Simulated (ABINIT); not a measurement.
Computed results, one entry a study.

```xyz
5
Lattice="4.621 0.000 0.000 0.000 4.621 0.000 0.000 0.000 4.621" Properties=species:S:1:pos:R:3 pbc="T T T" subject="Quasiparticle gap of CsCaH3 (Pm-3m) in ABINIT" method="RPA screening on LDA, plane waves, norm-conserving pseudopotentials (and 2 further levels or steps)" program="ABINIT 10.8.3" settings="cutoff 31 Ha, PseudoDojo scalar-relativistic 0.4.1 standard, norm-conserving, ngkpt (2, 2, 2), nband 51, ecuteps 3.2 Ha, inclvkb 2, shiftk (0, 0, 0), symchi 1, awtr 1, frequency ppm, 2×2×2 k-mesh" cost="5 runs, 65 s in all on 4 MPI ranks of Arm Neoverse V2, shared host" notes="The cell and positions are those that the Materials Project relaxed with its own functionals (PBE, PBE+U or r2SCAN), kept fixed. Limits: no spin-orbit coupling. The 2×2×2 mesh is coarse for this cell, which bears on the long-range parts of exchange and screening." lda_gap="2.81 eV, direct" g0w0_gap_on_the_mesh="5.05 eV" gw_settings="2×2×2 mesh, 51 bands, screening to 87.1 eV, Godby-Needs plasmon pole" known_limits="short of the basis limit; no spin-orbit coupling; coarse k mesh"
Cs    0.000    0.000    0.000
Ca    2.311    2.311    2.311
H     2.311    0.000    2.311
H     0.000    2.311    2.311
H     2.311    2.311    0.000
```

[Long decimals in the printed logs are rounded to 6 places.]

[Logs are printed without paths, hosts, clocks, repeated set-up lines and the standing remarks that a program may print on its own settings, such as how far it seeks lower states.]

[Paths, hosts, dates, memory and timing lines, banners, echoed tables and standing remarks are left out of the program output; an Ansatz launch command may be rebuilt from the run's recorded settings. Measured values are a selection of at most five: reports struck by readers or far from the other reports are left out. None is set beside runs whose start may be inverted or whose files or cutoffs have a known fault.]

[Runs of the session that timed out or met a known fault of the program may be left out.]

[Hosts, paths, dates, database ids (printed as entryN), source tags and the programs' standing remarks are cut or masked in the printed files.]

[G0W0 gaps are taken among the corrected bands and points alone; a level outside them can change the order at an edge.]

[Where Ansatz stands beside ABINIT at settings called matched, ABINIT's density can come from a denser mesh and the files from another edition; pairs whose starting gaps differed by over 0.03 eV were left out, so agreement reads better than it is.]
